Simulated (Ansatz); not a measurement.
# Lattice dynamics of TiC (model cell, started as CsCl type), part 2 of 2

Task: relax TiC (model cell, started as CsCl type), then find its harmonic phonons.

Ansatz 0.2.0; DFT PBEsol, scalar-relativistic, plane waves, PAW.

So far. Step 4 (Relaxing to small forces for the phonons): The forces vanish by symmetry and the pressure is 0.001 GPa, within the tolerances set. The cell now holds 9.64 Å³/atom. Step 5 (Linear response at the zone centre): Before it was imposed, the acoustic sum rule was missed by 4.7e-5 eV/Å². Small misses are needed for a sound result but don't prove that mesh and cutoff are converged. The lowest optical mode is real, 251 cm⁻¹. The relaxed cell has a = 2.682 Å (conventional setting).

The structure was built from a prototype and need not be the compound's stable phase.

### Step 6. The dispersion

Stability and thermal properties need the whole zone. Linear response on a 4×4×4 q mesh gives force constants as far as a supercell of that size would.

Contents of input.yaml:

```yaml
crystal:
  lattice:
    - [2.6818219351, 0.0, 0.0]
    - [0.0, 2.6818219351, 0.0]
    - [0.0, 0.0, 2.6818219351]
  atoms:
    - { symbol: Ti, position: [0.0, 0.0, 0.0] }
    - { symbol: C, position: [0.5, 0.5, 0.5] }
kpoints:
  mp_grid: { grid: [16, 16, 16] }
hamiltonian:
  xc: pbesol
scf:
  occupations: { method: methfessel_paxton, width: 0.15 }
output:
  eigenvalues: true
phonons:
  method: dfpt
  qmesh: [4, 4, 4]
  temperatures: { t_max: 1000, t_step: 50 }
  qpath:
    path:
      - [[0.0, 0.0, 0.0], [0.0, 0.5, 0.0], [0.5, 0.5, 0.0], [0.0, 0.0, 0.0], [0.5, 0.5, 0.5], [0.0, 0.5, 0.0]]
      - [[0.5, 0.5, 0.5], [0.5, 0.5, 0.0]]
    npoints: 10
```

On the command line:

```console
$ ansatz run input.yaml --threads 4 --pin off --max-ram 7168MiB --backend cpu --events-out ev --progress --plain --runs-dir out
```

Numbers of over 12 decimals in the logs are rounded to 6 here.

The log of the run:

```text
[...]
Crystal: 2 atoms, lattice volume = 19.288 Å³
Basis set: ecut = 420 eV, 389 PW (Γ), exchange–correlation on 36×36×36 points (8 copies of the dense FFT grid, shifted against one another)
Bands: 12, of which v1, the nominal top of the filled ones, is band 8 counted from 1 (7 counted from 0)
Symmetry: 48 space group operations
k-points: 165 of 4096
[...]
SCF iter   1: F=—  HF=-2720.082352 eV  |F-HF|=—  |Δ(HF+E_count)|=         —  Δρ=1.39e-2  dr2=4.86e-2  ethr=1.77e-3  ⟨swp⟩=4.3  Hψ=9592  notcnv=0
[...]
SCF iter   7: F=-2720.075061 eV  HF=-2720.075061 eV  |F-HF|=4.55e-13  |Δ(HF+E_count)|=  5.09e-11  S|Δr|=    0.00e0  Δρ=4.56e-8  dr2=1.28e-13  ethr=1.00e-12  ⟨swp⟩=4.0  Hψ=7834  notcnv=0
[...]
SCF 1 converged in 7 iterations: F = -2720.075061 eV  dr2 = 1.28e-13
[...]
SCF iter   1: F=—  HF=-2720.075061 eV  |F-HF|=—  |Δ(HF+E_count)|=         —  Δρ=5.94e-8  dr2=4.47e-13  ethr=2.26e-9  ⟨swp⟩=3.0  Hψ=14975  notcnv=0
eigensolver tolerance schedule: the retry pair's looser diagonalisation over-reported the residual by 807648.76 of it (diagonalisation noise at 1.43 of the residual, at the tolerance the schedule requests for it); recorded, not acted on — ethr = c·dr2/N_el stays at c = 1.0e-1
[...]
SCF iter   2: F=-2720.075061 eV  HF=-2720.075061 eV  |F-HF|=0.00e0  |Δ(HF+E_count)|=  6.91e-11  S|Δr|=    0.00e0  Δρ=2.76e-8  dr2=7.99e-14  ethr=1.00e-12  ⟨swp⟩=3.5  Hψ=5979  notcnv=0
SCF 2 converged in 2 iterations: F = -2720.075061 eV  dr2 = 7.99e-14
phonons: the bands overlap, so this run is a metal and interpolates without the dipole-dipole term. If the crystal is really an insulator or semiconductor, its LO-TO splitting is missing
NSCF: frozen V_eff on 165 k-points
[...]
DFPT response loops at q = (0, 0, 0) (fractional): preconditioner auto → Kerker (q_TF=auto, 2.645 Å⁻¹) (partly filled bands, converged f_vac=0.000); β = 1.00, the filter's whole step (`scf.mixing.beta` (0.50) is not read by the response loops under this deck's `scf.mixing.preconditioner`; to damp them name `kerker` or `kerker_dos`, under which they read `scf.mixing.beta`, and type it under 1.00, their step now; both keys bind the ground state too); Broyden in place of MSR1
[...]
SCF converged after 7 iterations
[...]
Free energy (F): -2720.075061 eV
[...]
Internal energy: -2720.070481 eV  (E = F + TS)
E sigma→0 (E₀):  -2720.073916 eV
Entropy (-TS):   -0.004580 eV (-2.290 meV/atom)
Fermi energy:    15.901999 eV
[...]
--- Band table (eV; the first three rows and the last of 165) ---
  k-point 0: bands = [... 4 lower, 2.7374, 14.2238, 14.2238, 17.4618, 17.4618, 17.4618, 19.3580, 19.3580]
  k-point 1: bands = [... 4 lower, 2.8160, 14.1354, 14.2557, 17.2543, 17.2543, 17.4305, 19.3672, 19.5817]
  k-point 2: bands = [... 4 lower, 3.0472, 13.8061, 14.3482, 16.8062, 16.8062, 17.4578, 19.3934, 20.0795]
  k-point 164: bands = [... 4 lower, 9.4439, 10.3323, 10.3323, 10.3323, 20.7827, 20.7827, 23.0756, 23.0756]
--- Phonons (Γ-DFPT): 2 representative perturbations + reference (Σ response iterations 6) ---
  ASR residual: 1.910e-5 → 0.000e0 eV/Å²; symmetrization residual: 2.780e-7 eV/Å²
  ASR residual per site (eV/Å²): 7.21e-6 1.91e-5
  Γ frequencies (cm⁻¹): 0.00 0.00 0.00 251.40 251.40 251.40
--- Phonons (arbitrary-q DFPT): 10 irreducible q on the 4×4×4 mesh ---
  q = [0.0000, 0.0000, 0.0000] (star 1, of the zone-centre solve; hermiticity 2.49e-7, symmetrization 6.14e-12): -0.00 -0.00 0.00 251.40 251.40 251.40
  q = [0.0000, 0.0000, 0.2500] (star 6, 4 solved perturbations in 4032 linear systems a pass and spin channel, the states on 1296 of 4096 k-point pairs; hermiticity 1.04e-7, symmetrization 2.59e-14): -225.08 -225.08 115.18 162.54 162.54 364.93
[...]
q = [0.0000, 0.2500, -0.5000] (star 12, 6 solved perturbations on 1296 of 4096 k-point pairs; hermiticity 2.36e-7, symmetrization 2.00e-12): -314.26 -275.35 -56.60 260.56 308.59 417.62
[...]
sum rule: each row above includes the acoustic sum rule's correction from the zone centre's row sums; it moved no ω² by more than (0.66 cm⁻¹)²
  mesh force constants: q→R imaginary residual 1.01e-18; ASR residual 1.910e-5 → 0.000e0 eV/Å²; symmetrization residual 9.770e-15 eV/Å²
  interpolated dispersion: 62 rows × 6 modes
  density of states and harmonic sums: on the 24×24×24 q-mesh, interpolated from the force constants of a 4×4×4 supercell (no non-analytic term)
  largest difference from the sums on the solved wave vectors: F 2.98e-2 eV, S 5.33e-5 and C_V 2.34e-5 eV/K
  zero-point energy: 0.057817 eV/cell   skipped modes (ω ≤ 0): 1083, of them read as no rigid motion or as one in doubt: 1080 (2.430e0 modes/cell left out, lowest -369.84 cm⁻¹)   left out of the sums: 4.05e-1 of the cell's modes: C_V's classical limit lies that fraction below 3 k_B per atom; for a crystal, a wire or a layer, F and S can be off by more, and a phonons.interpolated_qmesh denser along its periods is the remedy for the sampling
```

Elapsed: 3.4 min, on 4 threads of Arm Neoverse V1, shared host; peak memory 1.7 GiB; 13 min of CPU time.

This step gave:

```
sum-rule residual before enforcement                    : 1.91e-5 eV/Å²
lowest frequency on the path                            : -369.2 cm⁻¹
highest frequency on the path or at a solved wavevector : 419.1 cm⁻¹
lowest mode on the q mesh (acoustic modes at Γ apart)   : -356.6 cm⁻¹
```

Frequencies (cm⁻¹) solved at each irreducible wavevector; negative means imaginary. Frequencies by wavevector, by row:

| q in reciprocal lattice units | star | mode 1 | mode 2 | mode 3 | mode 4 | mode 5 | mode 6 |
| --- | --- | --- | --- | --- | --- | --- | --- |
| 0 0 0 | 1 | 0 | 0 | 0 | 251.4 | 251.4 | 251.4 |
| 0 0 0.25 | 6 | -225.1 | -225.1 | 115.2 | 162.5 | 162.5 | 364.9 |
| 0 0 -0.5 | 3 | -334 | -334 | -172.9 | -172.9 | 145.1 | 398.3 |
| 0 0.25 0.25 | 12 | -318.9 | -133.2 | -34 | 118.8 | 253.1 | 362.9 |
| 0 0.25 -0.5 | 12 | -314.3 | -275.4 | -56.6 | 260.6 | 308.6 | 417.6 |
| 0 -0.5 -0.5 | 3 | -356.6 | -332.3 | 303.2 | 303.2 | 392.6 | 392.6 |
| 0.25 0.25 0.25 | 8 | -177.2 | -177.2 | -156 | -89 | 263.4 | 263.4 |
| 0.25 0.25 -0.5 | 12 | -204.4 | -50.9 | 48.4 | 249.8 | 282.1 | 403.6 |
| 0.25 -0.5 -0.5 | 6 | -293.7 | -108.4 | 268.7 | 268.7 | 343.2 | 343.2 |
| -0.5 -0.5 -0.5 | 1 | 178.7 | 178.7 | 178.7 | 261.4 | 261.4 | 261.4 |

Interpolated from a 4×4×4 q mesh. Phonon branches along the path, in cm⁻¹:

| point | branch 1 | branch 2 | branch 3 | branch 4 | branch 5 | branch 6 |
| --- | --- | --- | --- | --- | --- | --- |
| Γ | 0 | 0 | 0 | 251 | 251 | 251 |
| halfway | -225 | -225 | 115 | 162 | 162 | 365 |
| X | -334 | -334 | -173 | -173 | 145 | 398 |
| halfway | -314 | -275 | -57 | 261 | 309 | 418 |
| M | -357 | -332 | 303 | 303 | 393 | 393 |
| halfway | -319 | -133 | -34 | 119 | 253 | 363 |
| Γ | 0 | 0 | 0 | 251 | 251 | 251 |
| halfway | -177 | -177 | -156 | -89 | 263 | 263 |
| R | 179 | 179 | 179 | 261 | 261 | 261 |
| halfway | -204 | -51 | 48 | 250 | 282 | 404 |
| X | -334 | -334 | -173 | -173 | 145 | 398 |
| jump to R | 179 | 179 | 179 | 261 | 261 | 261 |
| halfway | -294 | -108 | 269 | 269 | 343 | 343 |
| M | -357 | -332 | 303 | 303 | 393 | 393 |

The phonon branches as a text plot (rows in cm⁻¹):

```
    403 |     *************                         ******      *
    370 |   **       **  * ***                     *          **
    337 |           *     *   *                   *         **
    304 |  *         ****  **  **                *         *  ***
    271 |**        ** *  *       * **************  ****   *  *
    238 |***      *  *    *  *******         *  *****     ***
    206 |          *      *    *    *      ***  **   * *
    173 |   *    *  *         *            * ******     * *
    140 |    **** *        **        **  ** *      *  *  * *
    107 |   **               *
     74 | **               **                               *
     41 |*                                          *
      9 |                         *
    -24 |                    *   *
    -57 |*    *                  * *   * ***      * *  *
    -90 | *                **  **       *                  *
   -123 |                    ****   *    **                  *
   -156 |  *   * *            *         *          * *  *
   -189 |       ** *      *    *     ****           *  ***
   -221 |   *                          *             **     *
   -254 |    *    *           *                               *
   -287 |     *   ****   *                             *     * *
   -320 |      ***  * ***    *                          **      *
   -353 |            ********                                 ***
         Γ      X      M          Γ            R        X|R     M
```

Tetrahedra on a 24×24×24 mesh, mean over bins of 10 cm-1. Interpolated from a 4×4×4 q mesh. Table of phonon density of states by wavenumber; read off at these points:

wavenumber (cm⁻¹), phonon density of states (1/cm⁻¹/cell) and a bar:
```
     -375     0.0000 
     -345     0.0050 #########
     -315     0.0076 ##############
     -305     0.0097 ###################
     -295     0.0096 ##################
     -265     0.0094 ##################
     -235     0.0094 ##################
     -205     0.0094 ##################
     -185     0.0090 #################
     -155     0.0080 ###############
     -125     0.0062 ############
      -95     0.0069 #############
      -75     0.0039 #######
      -45     0.0024 #####
      -15     0.0022 ####
       15     0.0021 ####
       35     0.0021 ####
       65     0.0023 ####
       95     0.0033 ######
      125     0.0053 ##########
      145     0.0067 #############
      175     0.0089 #################
      205     0.0105 ####################
      235     0.0157 ##############################
      255     0.0150 #############################
      285     0.0134 ##########################
      315     0.0080 ###############
      345     0.0092 ##################
      365     0.0103 ####################
      395     0.0150 #############################
      425     0.0000
```

The partial phonon density of states has structure finer than the step of the table below, so its rows give means over 25 cm⁻¹, whole bins alone (the curve runs from -379 to 441 cm⁻¹). Peaks (cm⁻¹: height): C -353.6: 0.00455, -95.6: 0.00316, 121.1: 0.00352, 239.8: 0.00802, 399.8: 0.0142; Ti -250.4: 0.00731, -204.0: 0.00732, -95.6: 0.00648, 85.0: 0.00333, 255.3: 0.0094.

Phonopy on the run's constants, 21x21x21 mesh, Gaussian sigma 5.9 cm-1. Interpolated from a 4×4×4 q mesh. Partial phonon density of states against wavenumber; means over each step; values in 1/cm⁻¹/cell:

| wavenumber (cm⁻¹) | C | Ti |
| --- | --- | --- |
| -350 | 0.00399 | 9.6e-4 |
| -325 | 0.00360 | 0.00281 |
| -300 | 0.00357 | 0.00568 |
| -275 | 0.00314 | 0.00571 |
| -250 | 0.00323 | 0.00660 |
| -225 | 0.00324 | 0.00525 |
| -200 | 0.00321 | 0.00655 |
| -175 | 0.00290 | 0.00598 |
| -150 | 0.00238 | 0.00448 |
| -125 | 0.00187 | 0.00470 |
| -100 | 0.00231 | 0.00563 |
| -75 | 0.00185 | 0.00305 |
| -50 | 5.9e-4 | 0.00144 |
| -25 | 2.8e-4 | 6.0e-4 |
| 0 | 1.3e-4 | 6.0e-4 |
| 25 | 4.4e-4 | 6.9e-4 |
| 50 | 3.9e-4 | 0.00130 |
| 75 | 7.8e-4 | 0.00288 |
| 100 | 0.00108 | 0.00253 |
| 125 | 0.00283 | 0.00359 |
| 150 | 0.00204 | 0.00511 |
| 175 | 0.00253 | 0.00578 |
| 200 | 0.00424 | 0.00691 |
| 225 | 0.00576 | 0.00775 |
| 250 | 0.00718 | 0.00844 |
| 275 | 0.00634 | 0.00772 |
| 300 | 0.00657 | 0.00436 |
| 325 | 0.00752 | 9.1e-4 |
| 350 | 0.00875 | 7.0e-4 |
| 375 | 0.0105 | 6.4e-4 |
| 400 | 0.0129 | 4.6e-4 |
| 425 | 0.00316 | 4.2e-5 |

Second derivatives of the energy by pair, one row for each kind of neighbour of each atom listed. Each entry sums the pair over the periodic images of the supercell that the q mesh stands for, and in a polar crystal it holds the long-range dipole part too. Force constants by pair, by row:

| atom | neighbour | distance (Å) | third of the trace (eV/Å²) | along the pair's line (eV/Å²) |
| --- | --- | --- | --- | --- |
| Ti1 | itself | 0 | 0.2337 | – |
| Ti1 | C | 2.323 | -0.5596 | -1.12 |
| Ti1 | Ti | 2.682 | -1.492 | -5.864 |
| Ti1 | Ti | 3.793 | 0.3514 | 0.5971 |
| Ti1 | C | 4.447 | 0.1058 | -0.0731 |
| Ti1 | Ti | 4.645 | 0.7345 | 1.214 |
| Ti1 | Ti | 5.364 | 0.1963 | 0.8883 |
| Ti1 | C | 5.845 | 0.0182 | 0.0625 |
| Ti1 | Ti | 5.997 | 0.1479 | 0.3126 |
| C2 | itself | 0 | 2.176 | – |
| C2 | Ti | 2.323 | -0.5596 | -1.12 |
| C2 | C | 2.682 | -0.0625 | -2.043 |
| C2 | C | 3.793 | 0.0176 | 0.4892 |
| C2 | Ti | 4.447 | 0.1058 | -0.0731 |
| C2 | C | 4.645 | 0.037 | -0.0998 |
| C2 | C | 5.364 | 0.0854 | 0.1456 |
| C2 | Ti | 5.845 | 0.0182 | 0.0625 |
| C2 | C | 5.997 | 0.0147 | -0.0548 |

Symmetry leaves 10 wavevectors to solve. The lowest mode among them, the acoustic zeros apart, lies at q = (0, -0.5, -0.5) and is imaginary, 356.6i cm⁻¹, so the energy falls along it. Between them the interpolated path dips to 369i cm⁻¹.

### Step 7. Isotope substitution, element C, natural mass 12.011 amu

An isotope changes the mass and not the force constants, so no new electronic calculation is needed; the shifts show which modes move this element.

The same force constants with the mass of C changed from 12.011 to 13.003 u (phonopy, no LO-TO term). Both lists are sorted by frequency; levels can cross, so a row need not hold one and the same mode. Modes under 3 cm⁻¹ are left out. Isotope shifts, by row:

| q | rank | natural mass (cm⁻¹) | changed mass (cm⁻¹) |
| --- | --- | --- | --- |
| 0 0 0 | 4 | 251.4 | 243.6 |
| 0 0 0 | 5 | 251.4 | 243.6 |
| 0 0 0 | 6 | 251.4 | 243.6 |
| 0 0 0.25 | 1 | -225.1 | -223.6 |
| 0 0 0.25 | 2 | -225.1 | -223.6 |
| 0 0 0.25 | 3 | 115.2 | 115.1 |
| 0 0 0.25 | 4 | 162.5 | 157.2 |
| 0 0 0.25 | 5 | 162.5 | 157.2 |
| 0 0 0.25 | 6 | 364.9 | 351 |
| 0 0 -0.5 | 1 | -334 | -334 |
| 0 0 -0.5 | 2 | -334 | -334 |
| 0 0 -0.5 | 3 | -172.9 | -166.2 |
| 0 0 -0.5 | 4 | -172.9 | -166.2 |
| 0 0 -0.5 | 5 | 145.1 | 145.1 |
| 0 0 -0.5 | 6 | 398.3 | 382.8 |
| 0 0.25 0.25 | 1 | -318.9 | -313.1 |
| 0 0.25 0.25 | 2 | -133.2 | -133.2 |
| 0 0.25 0.25 | 3 | -33.96 | -33.77 |
| 0 0.25 0.25 | 4 | 118.8 | 116.3 |
| 0 0.25 0.25 | 5 | 253.1 | 243.3 |
| 0 0.25 0.25 | 6 | 362.9 | 350.7 |

A mode of this element alone would shift by -3.89 %. The highest zone-centre frequency without the field goes from 251.4 to 243.6 cm⁻¹ (-3.1 %). The product of the frequency ratios over all optical modes at Γ is 0.910; the product rule, (m/m′)^(3k/2) (M′/M)^(3/2) with k = 1 such atoms and M the mass of the cell, gives 0.910.

### Step 8. Isotope substitution, element Ti, natural mass 47.867 amu

The same for Ti, from 47.87 to 49.94 u.

A mode of this element alone would shift by -2.10 %. The highest zone-centre frequency without the field goes from 251.4 to 250.3 cm⁻¹ (-0.4 %). The product of the frequency ratios over all optical modes at Γ is 0.987; the product rule, (m/m′)^(3k/2) (M′/M)^(3/2) with k = 1 such atoms and M the mass of the cell, gives 0.988.

### Step 9. Outcome

- space group after relaxation (within 0.01 Å): Pm-3m
- volume per atom: 9.64 Å³
- electronic character: no gap on this mesh
- highest optical mode at the zone centre (no LO-TO term): 251 cm⁻¹
- lowest optical zone-centre mode: 251 cm⁻¹
- lowest mode on the q mesh (acoustic modes at Γ apart): -357 cm⁻¹
- highest frequency on the path or at a solved wavevector: 419 cm⁻¹
- imaginary modes on the 4×4×4 q mesh: yes

**Reading.** Modes are clearly imaginary (beyond 10i cm⁻¹) at 8 of the 10 irreducible wavevectors, most at q = (0, -0.5, -0.5) (356.6i cm⁻¹), so this structure is not a minimum of the energy. The optical modes at Γ form one degenerate level at 251 cm⁻¹. The highest mode in this list at Γ, 251.4 cm⁻¹, is mostly motion of C (80 % of the kinetic energy). With no gap, or one that is small against the smearing, the frequencies hang on the k mesh and the smearing, most of all near Kohn anomalies. The starting cell was built on a prototype and not taken from a measurement, so the phase need not exist. These are harmonic frequencies at zero temperature: anharmonic shifts, linewidths and thermal expansion are left out.

[Logs are printed without paths, hosts, clocks, repeated set-up lines and the standing remarks that a program may print on its own settings, such as how far it seeks lower states.]

[Hosts, paths, dates, database ids (printed as entryN), source tags and the programs' standing remarks are cut or masked in the printed files.]
